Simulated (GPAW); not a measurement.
TaN (P-6m2), N K edge of atom 2, with 6 Ta at 2.23 Å (trigonal prismatic, site symmetry -6m2). Method: GPAW, LDA, excited-electron core hole (neutral cell), 16-atom cell with 5.8 Å between holes, 6×7×7 k points, dipole transitions, Gaussian full width 0.9 eV up to 4 eV, rising linearly to 3.5 eV at 25 eV, without spin-orbit coupling.

```xyz
2
Lattice="2.9380 0.0000 0.0000 -1.4690 2.5444 0.0000 0.0000 0.0000 2.8830" Properties=species:S:1:pos:R:3 pbc="T T T"
Ta    0.0000    0.0000    1.4415
N     1.4690    0.8481    0.0000
```

Energy from the lowest empty level; a common scale on which the isotropic spectrum has a mean of 1 over the first 20 eV.

```
E (eV)  curve 1  curve 2
 -2.00     0.00     0.00
 -1.25     0.00     0.00
 -0.50     0.04     0.09
  0.25     0.71     1.18
  1.00     1.61     2.07
  1.75     1.82     2.39
  2.50     2.19     2.69
  3.25     2.58     2.19
  4.00     2.25     1.79
  4.75     2.43     1.28
  5.50     1.13     1.24
  6.25     0.62     0.61
  7.00     0.74     0.32
  7.75     1.07     0.42
  8.50     1.25     0.56
  9.25     1.01     0.55
 10.00     0.76     0.71
 10.75     0.79     1.02
 11.50     0.62     1.01
 12.25     0.36     0.83
 13.00     0.24     0.86
 13.75     0.25     0.93
 14.50     0.36     0.78
 15.25     0.56     0.57
 16.00     0.76     0.47
 16.75     0.84     0.48
 17.50     0.79     0.48
 18.25     0.68     0.42
 19.00     0.55     0.33
 19.75     0.42     0.29
 20.50     0.33     0.31
 21.25     0.30     0.38
 22.00     0.32     0.44
 22.75     0.34     0.49
 23.50     0.36     0.51
 24.25     0.39     0.52
 25.00     0.42     0.53
 25.75     0.46     0.55
 26.50     0.51     0.60
 27.25     0.59     0.68
 28.00     0.68     0.76
 28.75     0.74     0.81
 29.50     0.77     0.81
 30.25     0.75     0.76
 31.00     0.72     0.72
 31.75     0.73     0.72
```

**Question.** The curves are for the electric vector along different Cartesian axes of the cell as given, averaged over the symmetry-equivalent atoms. Which is which?

Curve 1: along z (c), main maxima 3.1 eV (2.61), 4.6 eV (2.52) and 8.5 eV (1.25). Curve 2: along x (⊥ c) (the other in-plane axis gives the same curve within 3 %), main maxima 2.4 eV (2.70), 11.1 eV (1.07) and 13.7 eV (0.94). A K edge sees empty p states; the first features are N p mixed into the empty d states of the Ta neighbours, and the broad ones above probably into the cations' higher empty bands. Each direction probes the empty orbitals that point along it. The holes are only 5.8 Å apart, so the shape is probably not converged with cell size; no larger cell was run here. Lifetime broadening is put in by hand, and intensities beyond about 20 eV depend on it and on the partial waves; weight that the partial waves miss at high energy is lost.

[Banner, clock and machine lines of the logs are left out without a mark of their own.]

[Logs are printed without paths, hosts, clocks, repeated set-up lines and the standing remarks that a program may print on its own settings, such as how far it seeks lower states.]

[Hosts, paths, dates, database ids (printed as entryN), source tags and the programs' standing remarks are cut or masked in the printed files.]

[Lists of maxima count a maximum above −3 eV only where it reaches 4 % of the highest in the window and stands out from its surroundings by 2 % of it (1.5 % where it reaches 55 %); shoulders and weaker maxima are passed over, and of the rest the first, up to two pre-edge ones and the few strongest are named.]
